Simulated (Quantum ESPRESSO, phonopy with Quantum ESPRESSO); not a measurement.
# LiCl (Fm-3m): a volume series of phonon spectra

Which modes of LiCl drive its thermal expansion?

Measurements to reproduce:
- volume expansion coefficient 131.4 1e-6/K and heat capacity C_P per formula unit 48.1 J/mol/K near room temperature (given in “High-Throughput Prediction of Finite-Temperature Properties using the Quasi-Harmonic Approximation”, 2016, arXiv:1603.06924)
- volume expansion coefficient 131.1 1e-6/K near room temperature (given in “Descriptors for thermal expansion in solids”, 2017, arXiv:1701.03966)

Program: Quantum ESPRESSO 7.5. Level of theory: DFT PBE, scalar-relativistic, plane waves, GBRV ultrasoft pseudopotentials. Results are calculated unless marked as measured.

This is a report of a sequence of runs, with most program output left out.

The database entry behind the starting cell differs from later determinations by our own check (0.1 to 0.3 % short, probably kX units), so it need not match the best structure at ambient conditions.

## 1. Set-up

It takes space group Fm-3m (No. 225, cubic). Conventional cell: a = 5.130 Å, b = 5.130 Å, c = 5.130 Å, α = 90.00°, β = 90.00°, γ = 90.00°. Li has 6 Cl at 2.56 Å nearest. Cl has 6 Li at 2.56 Å nearest. Farther neighbours and most contacts between anions are not listed.

## 2. Probe on a coarse mesh

A cheap single point shows whether the cell is a metal or an insulator and how far it is from rest; that sets the k-mesh and the occupations of what follows.

File probe.in:

```
&CONTROL
  calculation = 'scf'
  prefix      = 'x'
  outdir      = './tmp'
  pseudo_dir  = './pseudo'
  tprnfor     = .true.
  tstress     = .true.
  verbosity   = 'high'
/
&SYSTEM
  ibrav       = 0
  nat         = 2
  ntyp        = 2
  ecutwfc     = 45.0
  ecutrho     = 270.0
  occupations = 'smearing'
  smearing    = 'gaussian'
  degauss     = 0.01
/
&ELECTRONS
  conv_thr         = 1.0d-07
  mixing_beta      = 0.7
  electron_maxstep = 100
/
ATOMIC_SPECIES
 Li      6.9400  Li.upf
 Cl     35.4500  Cl.upf
CELL_PARAMETERS angstrom
     0.000000000    2.564770000    2.564770000
     2.564770000    0.000000000    2.564770000
     2.564770000    2.564770000    0.000000000
ATOMIC_POSITIONS crystal
 Li     0.000000000   0.000000000   0.000000000
 Cl     0.500000000   0.500000000   0.500000000
K_POINTS automatic
 6 6 6 0 0 0
```

Run with:

```console
$ OMP_NUM_THREADS=1 mpirun -n 4 pw.x -nk 4 -in probe.in > probe.out
```

Run time: 2 s. Hardware: 4 MPI ranks of Arm Neoverse V1, shared host.

A gap read on the k-mesh alone can miss the band edges.

This step gave:

* volume per atom: 16.87 Å³
* pressure: 0.387 GPa
* gap on the k-mesh: 6.327 eV

The start is under 0.39 GPa at this level and looks like an insulator or semiconductor on this mesh.

## 3. Finding the static equilibrium

The vibrations must be taken about the equilibrium of this functional, not about the starting cell, so the structure is relaxed.

File relax.in:

```
&CONTROL
  calculation   = 'vc-relax'
  prefix        = 'x'
  outdir        = './tmp'
  pseudo_dir    = './pseudo'
  tprnfor       = .true.
  tstress       = .true.
  forc_conv_thr = 2.0d-05
  etot_conv_thr = 1.0d-07
  nstep         = 40
/
&SYSTEM
  ibrav       = 0
  nat         = 2
  ntyp        = 2
  ecutwfc     = 45.0
  ecutrho     = 270.0
  occupations = 'fixed'
  nbnd        = 7
/
&ELECTRONS
  conv_thr         = 1.0d-11
  mixing_beta      = 0.7
  electron_maxstep = 100
/
&IONS
/
&CELL
  press_conv_thr = 0.1
/
ATOMIC_SPECIES
 Li      6.9400  Li.upf
 Cl     35.4500  Cl.upf
CELL_PARAMETERS angstrom
     0.000000000    2.564770000    2.564770000
     2.564770000    0.000000000    2.564770000
     2.564770000    2.564770000    0.000000000
ATOMIC_POSITIONS crystal
 Li     0.000000000   0.000000000   0.000000000
 Cl     0.500000000   0.500000000   0.500000000
K_POINTS automatic
 8 8 8 0 0 0
```

Run with:

```console
$ OMP_NUM_THREADS=1 mpirun -n 4 pw.x -nk 4 -in relax.in > relax.out
```

The job ended after 13 s (4 MPI ranks; 52 s of CPU time).

Relaxation path:

```tsv
step	energy less that of the first step (eV)	largest force (eV/Å)	volume (Å³)
1	0.0000	0.0000	33.74
2	-0.0001	0.0000	33.80
3	-0.0002	0.0000	33.87
4	-0.0004	0.0000	33.98
5	-0.0004	0.0000	34.12
6	-0.0004	0.0000	34.12
7	-0.0005	0.0000	34.12
```

```tsv
conventional cell, symmetrised	before	after	change
a (Å)	5.130	5.149	+0.4 %
b (Å)	5.130	5.149	+0.4 %
c (Å)	5.130	5.149	+0.4 %
volume (Å³/atom)	16.87	17.06	+1.1 %
```

Final coordinates:

```xyz
2
Lattice="0.0000 2.5743 2.5743 2.5743 0.0000 2.5743 2.5743 2.5743 0.0000" Properties=species:S:1:pos:R:3 pbc="T T T"
Li    0.0000    0.0000    0.0000
Cl    2.5743    2.5743    2.5743
```

This step gave:

```yaml
volume_per_atom: 17.06 Å³
pressure: 0.001 GPa
gap_on_the_k_mesh: 6.264 eV
```

After the last step pw.x solved the final cell once more on a basis chosen for it, which moves the energy without moving the atoms.

## 4. Ground state at this cell

A tight ground state at this cell gives the energy of this member; its pressure is the stress at this cutoff, which can carry an offset from the finite basis.

File scf.in:

```
&CONTROL
  calculation = 'scf'
  prefix      = 'x'
  outdir      = './tmp'
  pseudo_dir  = './pseudo'
  tprnfor     = .true.
  tstress     = .true.
/
&SYSTEM
  ibrav       = 0
  nat         = 2
  ntyp        = 2
  ecutwfc     = 45.0
  ecutrho     = 270.0
  occupations = 'fixed'
  nbnd        = 7
/
&ELECTRONS
  conv_thr         = 1.0d-12
  mixing_beta      = 0.7
  electron_maxstep = 100
/
ATOMIC_SPECIES
 Li      6.9400  Li.upf
 Cl     35.4500  Cl.upf
CELL_PARAMETERS angstrom
     0.000000000    2.574315291    2.574315291
     2.574315291    0.000000000    2.574315291
     2.574315291    2.574315291    0.000000000
ATOMIC_POSITIONS crystal
 Li     0.000000000   0.000000000   0.000000000
 Cl     0.500000000   0.500000000   0.500000000
K_POINTS automatic
 8 8 8 0 0 0
```

Run with:

```console
$ OMP_NUM_THREADS=1 mpirun -n 4 pw.x -nk 4 -in scf.in > scf.out
```

It took 3.5 s on 4 MPI ranks.

On a basis chosen for the relaxed cell the pressure is 0.001 GPa, small enough for phonons.

## 5. Zone-centre response

In a polar crystal the Born charges and ε∞ give the long-range dipole term that a finite supercell misses. They are those of this k-mesh and were not tested on a denser one; where the gap is small they converge slowly, and the LO modes with them.

File ph.in:

```
phonons
&INPUTPH
  prefix = 'x'
  outdir = './tmp'
  fildyn = 'x.dyn'
  tr2_ph = 1.0d-18
  epsil  = .true.
/
0.000000000 0.000000000 0.000000000
```

scf.in is that of step 4.

Run with:

```console
$ OMP_NUM_THREADS=1 mpirun -n 4 ph.x -nk 4 -in ph.in > ph.out
```

It took 38 s on 4 MPI ranks; 2.5 min of CPU time.

Numbers from this step:

```yaml
gamma_frequencies: -8.8, -8.8, -8.8, 167.8, 167.8, 167.8 cm⁻¹ (negative: imaginary)
gamma_symmetry: T_1u G_15 G_4- I, T_1u G_15 G_4- I, T_1u G_15 G_4- I, T_1u G_15 G_4- I, T_1u G_15 G_4- I, T_1u G_15 G_4- I
```

ε∞:

```
2.95 0.00 0.00
0.00 2.95 0.00
0.00 0.00 2.95
```

Born charge (rows field, columns displacement), before the sum rule (e), principal values of the symmetric part by kind of site:

```tsv
atom	atoms with these values	low	middle	high	mean
Li1	1	1.18	1.18	1.18	1.18
Cl2	1	-1.19	-1.19	-1.19	-1.19
```

In full for Li1:

```
1.18 0.00 0.00
0.00 1.18 0.00
0.00 0.00 1.18
```

The Born charges sum to zero within 0.0055 e; the rest is removed before use. Acoustic frequencies in this log differ from zero by the error of the sum rule, which ph.x does not impose.

## 6. A displaced supercell

One atom (for the harmonic constants) or a pair of atoms (for the cubic ones) is moved by a few hundredths of an ångström; the forces on all atoms give a column of force constants. The threshold is tight because the forces are small.

System of this step: LiCl. The cell holds 54 atoms: 27 Li and 27 Cl. Cell: a = 10.922 Å, b = 10.922 Å, c = 10.922 Å, α = 60.0°, β = 60.0°, γ = 60.0°. It derives from LiCl, repeated 3×3×3.

File disp-00001.in:

```
&CONTROL
  calculation = 'scf'
  prefix      = 'x'
  outdir      = './tmp'
  pseudo_dir  = './pseudo'
  tprnfor     = .true.
  disk_io     = 'none'
/
&SYSTEM
  ibrav       = 0
  nat         = 54
  ntyp        = 2
  ecutwfc     = 45.0
  ecutrho     = 270.0
  occupations = 'fixed'
  nbnd        = 137
/
&ELECTRONS
  conv_thr         = 1.0d-11
  mixing_beta      = 0.7
  electron_maxstep = 100
/
ATOMIC_SPECIES
 Li      6.9400  Li.upf
 Cl     35.4500  Cl.upf
CELL_PARAMETERS angstrom
     0.000000000    7.722945873    7.722945873
     7.722945873    0.000000000    7.722945873
     7.722945873    7.722945873    0.000000000
ATOMIC_POSITIONS crystal
 Li     0.001831184   0.000000000   0.000000000
 Li     0.333333333   0.000000000   0.000000000
 Li     0.666666667   0.000000000   0.000000000
 Li     0.000000000   0.333333333   0.000000000
 Li     0.333333333   0.333333333   0.000000000
 Li     0.666666667   0.333333333   0.000000000
 Li     0.000000000   0.666666667   0.000000000
 Li     0.333333333   0.666666667   0.000000000
[... 42 atom lines left out ...]
 Cl     0.833333333   0.500000000   0.833333333
 Cl     0.166666667   0.833333333   0.833333333
 Cl     0.500000000   0.833333333   0.833333333
 Cl     0.833333333   0.833333333   0.833333333
K_POINTS automatic
 2 2 2 0 0 0
```

Run with:

```console
$ OMP_NUM_THREADS=1 mpirun -n 2 pw.x -nk 2 -in disp-00001.in > disp-00001.out
```

Wall time 24 min (2 MPI ranks).

At this level the gap is 6.26 eV on the k-mesh of the self-consistent run, which can miss the band edges.

## 7. Forces on a displaced cell

disp-00002.in, as its differences from disp-00001.in of step 6:

```diff
@@ -30,3 +30,3 @@
 ATOMIC_POSITIONS crystal
- Li     0.001831184   0.000000000   0.000000000
+ Li     0.000000000   0.000000000   0.000000000
  Li     0.333333333   0.000000000   0.000000000
@@ -57,3 +57,3 @@
  Li     0.666666667   0.666666667   0.666666667
- Cl     0.166666667   0.166666667   0.166666667
+ Cl     0.168497851   0.166666667   0.166666667
  Cl     0.500000000   0.166666667   0.166666667
```

Run with:

```console
$ OMP_NUM_THREADS=1 mpirun -n 2 pw.x -nk 2 -in disp-00002.in > disp-00002.out
```

The job ended after 26 min (2 MPI ranks; 52 min of CPU time).

## 8. Lattice dynamics at this volume, V/V0 1

This step: DFT PBE, scalar-relativistic, plane waves, GBRV ultrasoft pseudopotentials (phonopy with Quantum ESPRESSO 4.10.0 / 7.5).

Elapsed: 26 min, on 4 threads; 1.7 h of CPU time.

Numbers from this step:

```
point group                              : m-3m
highest frequency                        : 387.9 cm⁻¹
Debye temperature from the second moment : 361 K
lowest frequency on the path             : 0 cm⁻¹
zero-point energy                        : 0.0672 eV/cell
Γ frequencies                            : 0, 0, 0, 168.2, 168.2, 168.2 cm⁻¹ (negative: imaginary)
```

Phonopy, LO-TO term from ph.x's tensors. Phonon branches along the path, in cm⁻¹:

```tsv
point	branch 1	branch 2	branch 3	branch 4	branch 5	branch 6
Γ	0	0	0	168	168	383
halfway	91	91	143	185	185	323
X	131	131	164	165	165	195
halfway	132	144	168	172	187	191
U	127	165	178	180	190	240
jump to K	127	165	178	180	190	240
halfway	82	105	154	164	201	363
Γ	0	0	0	168	168	383
halfway	72	72	141	173	173	385
L	105	105	192	192	203	388
halfway	118	141	188	189	194	320
W	142	168	168	190	190	232
halfway	139	145	177	178	188	199
X	131	131	164	165	165	195
```

Harmonic. Thermo, by row:

```tsv
T (K)	F_vib (meV/atom)	S (J/mol-atom/K)	C_V (J/mol-atom/K)
0	33.6	0	0
50	33.32	2.159	5.696
100	30.42	9.277	14.95
150	23.76	16.28	19.33
200	13.75	22.17	21.45
250	0.95	27.09	22.59
300	-14.2	31.27	23.26
350	-31.36	34.89	23.68
400	-50.28	38.07	23.96
450	-70.76	40.91	24.16
500	-92.63	43.46	24.31
550	-115.8	45.78	24.41
600	-140	47.91	24.5
650	-165.4	49.87	24.56
700	-191.7	51.69	24.61
750	-218.9	53.39	24.65
800	-247	54.99	24.69
850	-275.9	56.48	24.72
900	-305.6	57.9	24.74
950	-335.9	59.23	24.76
1000	-366.9	60.51	24.78
```

Phonopy on the run's constants, 19x19x19 mesh, Gaussian sigma 3.0 cm⁻¹. The modes by wavenumber; read off at these points; values in 1/cm⁻¹/cell:

```tsv
wavenumber (cm⁻¹)	Cl	Li
-10.0	0	0
0.0	4.8e-5	1.0e-5
10.0	5.0e-5	1.2e-5
20.0	3.6e-4	7.0e-5
30.0	0.00120	2.2e-4
40.0	0.00144	2.5e-4
50.0	0.00259	4.2e-4
60.0	0.00471	7.1e-4
70.0	0.00512	6.6e-4
80.0	0.00759	8.5e-4
90.0	0.0126	0.00109
100.0	0.0206	0.00115
110.0	0.0302	0.00109
120.0	0.0321	0.00139
130.0	0.0336	0.00227
140.0	0.0224	0.00128
150.0	0.0171	8.6e-4
160.0	0.0163	0.00394
170.0	0.0165	0.0366
180.0	0.0400	0.0641
182.6	0.0442	0.0706
185.2	0.0415	0.0727
190.0	0.0251	0.0640
200.0	0.00800	0.0251
210.0	2.9e-4	0.00307
220.0	1.2e-4	0.00249
230.0	6.0e-5	0.00242
240.0	7.0e-5	0.00337
250.0	1.1e-4	0.00459
260.0	7.0e-5	0.00280
270.0	1.1e-4	0.00529
280.0	7.1e-5	0.00349
290.0	1.4e-4	0.00601
300.0	1.6e-4	0.00483
310.0	1.5e-4	0.00508
320.0	2.1e-4	0.00563
330.0	2.1e-4	0.00545
340.0	2.8e-4	0.00687
350.0	3.3e-4	0.00594
360.0	4.8e-4	0.00898
370.0	5.9e-4	0.00848
380.0	8.3e-4	0.00838
390.0	5.3e-5	9.9e-4
400.0	0	0
```

No LO-TO term. Modes at Γ, with each element's share of the kinetic energy:

```tsv
mode	frequency (cm⁻¹)	symmetry	Li %	Cl %
1	0.0	T1u	16	84
2	0.0	T1u	16	84
3	0.0	T1u	16	84
4	168.2	T1u	84	16
5	168.2	T1u	84	16
6	168.2	T1u	84	16
```

Displacements in mode 4 (168.2 cm⁻¹), the largest set to 1:
```
Li1  1.00  0.00  0.00
Cl2 -0.20  0.00  0.00
```

No mode is imaginary beyond numerical noise along the path.

The time given is that of the 2 pw.x runs on displaced cells behind this step.

The supercell is 8.9 Å across at its narrowest and was not tested against a larger one: only its own wavevectors are exact, and acoustic branches between them, with the entropy at low temperature, can be off.

## 9. Ground state at this cell, V/V0 1.015

This step: DFT PBE, scalar-relativistic, plane waves, GBRV ultrasoft pseudopotentials (Quantum ESPRESSO 7.5).

System of this step: LiCl. It takes space group Fm-3m (No. 225, cubic). The conventional cell has a = 5.174 Å, b = 5.174 Å, c = 5.174 Å, α = 90.00°, β = 90.00°, γ = 90.00°. Nearest to Li lie 6 Cl at 2.59 Å. Nearest to Cl lie 6 Li at 2.59 Å. Farther neighbours and most contacts between anions are not listed.

scf.in: that of step 5 with these lines changed.

```diff
@@ -26,5 +26,5 @@
 CELL_PARAMETERS angstrom
-     0.000000000    2.574315291    2.574315291
-     2.574315291    0.000000000    2.574315291
-     2.574315291    2.574315291    0.000000000
+     0.000000000    2.587123041    2.587123041
+     2.587123041    0.000000000    2.587123041
+     2.587123041    2.587123041    0.000000000
 ATOMIC_POSITIONS crystal
```

Run with:

```console
$ OMP_NUM_THREADS=1 mpirun -n 4 pw.x -nk 4 -in scf.in > scf.out
```

Elapsed: 3.4 s, on 4 MPI ranks; 13 s of CPU time.

At this level the gap is 6.18 eV on the k-mesh of the self-consistent run, which can miss the band edges.

## 10. Born charges and dielectric tensor

ph.in is that of step 5.

scf.in is that of step 9.

Run with:

```console
$ OMP_NUM_THREADS=1 mpirun -n 4 ph.x -nk 4 -in ph.in > ph.out
```

The job ended after 41 s (4 MPI ranks).

ε∞:

```
2.93 0.00 0.00
0.00 2.93 0.00
0.00 0.00 2.93
```

The Born charges sum to zero within 0.0052 e; the rest is removed before use. Acoustic frequencies in this log differ from zero by the error of the sum rule, which ph.x does not impose.

## 11. A displaced supercell

System of this step: LiCl. The cell holds 54 atoms: 27 Li and 27 Cl. Cell: a = 10.976 Å, b = 10.976 Å, c = 10.976 Å, α = 60.0°, β = 60.0°, γ = 60.0°. It derives from LiCl, repeated 3×3×3.

disp-00001.in: that of step 6 with these lines changed.

```diff
@@ -26,7 +26,7 @@
 CELL_PARAMETERS angstrom
-     0.000000000    7.722945873    7.722945873
-     7.722945873    0.000000000    7.722945873
-     7.722945873    7.722945873    0.000000000
+     0.000000000    7.761369122    7.761369122
+     7.761369122    0.000000000    7.761369122
+     7.761369122    7.761369122    0.000000000
 ATOMIC_POSITIONS crystal
- Li     0.001831184   0.000000000   0.000000000
+ Li     0.001822119   0.000000000   0.000000000
  Li     0.333333333   0.000000000   0.000000000
```

Run with:

```console
$ OMP_NUM_THREADS=1 mpirun -n 2 pw.x -nk 2 -in disp-00001.in > disp-00001.out
```

Wall time 28 min (2 MPI ranks); 55 min of CPU time.

## 12. Lattice dynamics at this volume, V/V0 1.015

This step: DFT PBE, scalar-relativistic, plane waves, GBRV ultrasoft pseudopotentials (phonopy with Quantum ESPRESSO 4.10.0 / 7.5).

Run time: 28 min. Hardware: 4 threads.

No mode is imaginary beyond numerical noise along the path. The highest zone-centre mode (no LO–TO term) moved by -6.4 % for a volume change of +1.5 %.

The time given is that of the 2 pw.x runs on displaced cells behind this step.

## 13. Ground state at this cell, V/V0 0.985

This step: DFT PBE, scalar-relativistic, plane waves, GBRV ultrasoft pseudopotentials (Quantum ESPRESSO 7.5).

System of this step: LiCl. The structure is cubic, space group Fm-3m (No. 225). Conventional cell: a = 5.123 Å, b = 5.123 Å, c = 5.123 Å, α = 90.00°, β = 90.00°, γ = 90.00°. Li has 6 Cl at 2.56 Å nearest. Cl has 6 Li at 2.56 Å nearest. Farther neighbours and most contacts between anions are not listed.

scf.in: that of step 10 with these lines changed.

```diff
@@ -26,5 +26,5 @@
 CELL_PARAMETERS angstrom
-     0.000000000    2.587123041    2.587123041
-     2.587123041    0.000000000    2.587123041
-     2.587123041    2.587123041    0.000000000
+     0.000000000    2.561378815    2.561378815
+     2.561378815    0.000000000    2.561378815
+     2.561378815    2.561378815    0.000000000
 ATOMIC_POSITIONS crystal
```

Run with:

```console
$ OMP_NUM_THREADS=1 mpirun -n 4 pw.x -nk 4 -in scf.in > scf.out
```

The job ended after 3.4 s (4 MPI ranks).

The run ends at a pressure of 0.50 GPa.

## 14. Zone-centre response

ph.in is that of step 10.

scf.in is that of step 13.

Run with:

```console
$ OMP_NUM_THREADS=1 mpirun -n 4 ph.x -nk 4 -in ph.in > ph.out
```

It took 39 s on 4 MPI ranks.

ε∞:

```
2.97 0.00 0.00
0.00 2.97 0.00
0.00 0.00 2.97
```

The Born charges sum to zero within 0.0054 e; the rest is removed before use. Acoustic frequencies in this log differ from zero by the error of the sum rule, which ph.x does not impose.

## 15. A displaced supercell

System of this step: LiCl. The cell holds 54 atoms: 27 Li and 27 Cl. Cell: a = 10.867 Å, b = 10.867 Å, c = 10.867 Å, α = 60.0°, β = 60.0°, γ = 60.0°. It derives from LiCl, repeated 3×3×3.

disp-00001.in: that of step 11 with these lines changed.

```diff
@@ -26,7 +26,7 @@
 CELL_PARAMETERS angstrom
-     0.000000000    7.761369122    7.761369122
-     7.761369122    0.000000000    7.761369122
-     7.761369122    7.761369122    0.000000000
+     0.000000000    7.684136445    7.684136445
+     7.684136445    0.000000000    7.684136445
+     7.684136445    7.684136445    0.000000000
 ATOMIC_POSITIONS crystal
- Li     0.001822119   0.000000000   0.000000000
+ Li     0.001840433   0.000000000   0.000000000
  Li     0.333333333   0.000000000   0.000000000
```

Run with:

```console
$ OMP_NUM_THREADS=1 mpirun -n 2 pw.x -nk 2 -in disp-00001.in > disp-00001.out
```

It took 25 min on 2 MPI ranks.

## 16. Lattice dynamics at this volume, V/V0 0.985

This step: DFT PBE, scalar-relativistic, plane waves, GBRV ultrasoft pseudopotentials (phonopy with Quantum ESPRESSO 4.10.0 / 7.5).

Wall time 25 min (4 threads); 1.6 h of CPU time.

Phonopy, LO-TO term from ph.x's tensors. Phonon branches along the path, in cm⁻¹:

```tsv
point	branch 1	branch 2	branch 3	branch 4	branch 5	branch 6
Γ	0	0	0	179	179	389
halfway	92	92	148	196	196	328
X	132	132	173	176	176	200
halfway	133	146	180	180	197	197
U	130	168	181	188	200	248
jump to K	130	168	181	188	200	248
halfway	87	106	158	173	211	368
Γ	0	0	0	179	179	389
halfway	75	75	144	183	183	391
L	109	109	200	200	207	393
halfway	122	145	195	197	201	326
W	146	170	170	200	200	239
halfway	142	146	183	188	195	208
X	132	132	173	176	176	200
```

No mode is imaginary beyond numerical noise along the path. The highest zone-centre mode (no LO–TO term) moved by +6.4 % for a volume change of -1.5 %.

The time given is that of the 2 pw.x runs on displaced cells behind this step.

## 17. Self-consistent run, V/V0 1.03

This step: DFT PBE, scalar-relativistic, plane waves, GBRV ultrasoft pseudopotentials (Quantum ESPRESSO 7.5).

System of this step: LiCl. It takes space group Fm-3m (No. 225, cubic). The conventional cell has a = 5.200 Å, b = 5.200 Å, c = 5.200 Å, α = 90.00°, β = 90.00°, γ = 90.00°. Nearest to Li lie 6 Cl at 2.60 Å. Nearest to Cl lie 6 Li at 2.60 Å. Farther neighbours and most contacts between anions are not listed.

scf.in: that of step 14 with these lines changed.

```diff
@@ -26,5 +26,5 @@
 CELL_PARAMETERS angstrom
-     0.000000000    2.561378815    2.561378815
-     2.561378815    0.000000000    2.561378815
-     2.561378815    2.561378815    0.000000000
+     0.000000000    2.599805219    2.599805219
+     2.599805219    0.000000000    2.599805219
+     2.599805219    2.599805219    0.000000000
 ATOMIC_POSITIONS crystal
```

Run with:

```console
$ OMP_NUM_THREADS=1 mpirun -n 4 pw.x -nk 4 -in scf.in > scf.out
```

Run time: 3.3 s. Hardware: 4 MPI ranks.

The run ends at a pressure of -0.88 GPa.

## 18. Born charges and dielectric tensor

ph.in is that of step 14.

scf.in is that of step 17.

Run with:

```console
$ OMP_NUM_THREADS=1 mpirun -n 4 ph.x -nk 4 -in ph.in > ph.out
```

Elapsed: 41 s, on 4 MPI ranks.

ε∞:

```
2.91 0.00 0.00
0.00 2.91 0.00
0.00 0.00 2.91
```

The Born charges sum to zero within 0.0053 e; the rest is removed before use. Acoustic frequencies in this log differ from zero by the error of the sum rule, which ph.x does not impose.

(Part 1 of 2 ends here.)

[Logs are printed without paths, hosts, clocks, repeated set-up lines and the standing remarks that a program may print on its own settings, such as how far it seeks lower states.]

[Hosts, paths, dates, database ids (printed as entryN), source tags and the programs' standing remarks are cut or masked in the printed files.]

[A step with changed settings may run another functional than the one named; its input shows which.]

[Of the runs on displaced cells, only some may be shown.]
